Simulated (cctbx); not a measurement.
**Absolute structure of YS6N3**

Space group Pca2_1 (no. 29), a = 23.5480 Å, b = 5.6150 Å, c = 5.4710 Å, α = 90.00°, β = 90.00°, γ = 90.00°.

```csv
atom,mult.,x,y,z,Ueq (Å²)
Y1,4,0.1648,0.1737,0.0978,0.0058
S1,4,0.0155,0.8646,0.8378,0.0065
S2,4,0.0625,0.3492,0.7502,0.0069
S3,4,0.0670,0.7284,0.3455,0.0072
S4,4,0.1431,0.7751,0.7811,0.0071
S5,4,0.2123,0.3064,0.6372,0.0088
S6,4,0.2222,0.7737,0.3113,0.0083
N1,4,0.0011,0.8255,0.2036,0.0097
N2,4,0.0732,0.6634,0.6697,0.0087
N3,4,0.2134,0.6456,0.6162,0.0101
```

The model is made up (kin elements in a known structure type, no relaxation), so it says nothing on whether the phase exists.

Data sets are simulated with cctbx and refined with Bijvoet mates kept apart; Flack x is then fitted as the share of an inverted twin with the atoms fixed, Hooft y from the Bijvoet differences. The group is acentric but holds improper operations, so there is an absolute structure (orientation) and no hand.

Untwinned crystal. What Flack and Hooft values should come out?

```
  λ (Å)  extinction (unmodelled)  d min (Å)  top counts  error (%)     model      R1  Flack x    s.u.  Hooft y   s.u.  pairs
0.71073                      0.3       0.77       70000          2  as given  0.0086   -0.001  0.0016    0.001  0.002    733
0.71073                      0.3       0.77       70000          2  inverted  0.1003    0.971   0.005    1.055  0.002    733
1.54184                      0.3       0.83       70000          3  as given  0.0092    0.010   0.011    0.007  0.014    588
```

With Mo Kα, x is within 3 s.u. of 0, so the absolute structure is right. With Cu Kα, x is within 3 s.u. of 0, so the absolute structure is right. Inverting the model turns x into about 1 − x.

A further crystal gives:

```
  λ (Å)  extinction (unmodelled)  d min (Å)  top counts  error (%)     model      R1  Flack x   s.u.  Hooft y   s.u.  pairs
0.71073                        0        0.7       40000          2  as given  0.0510    0.498  0.003    0.500  0.002    986
```

**Question.** What is it?

It was simulated as an inversion twin with a fraction 0.5 of the inverted domain. Flack x is over 3 s.u. from both 0 and 1 and reads that fraction.

[Logs are printed without paths, hosts, clocks, repeated set-up lines and the standing remarks that a program may print on its own settings, such as how far it seeks lower states.]
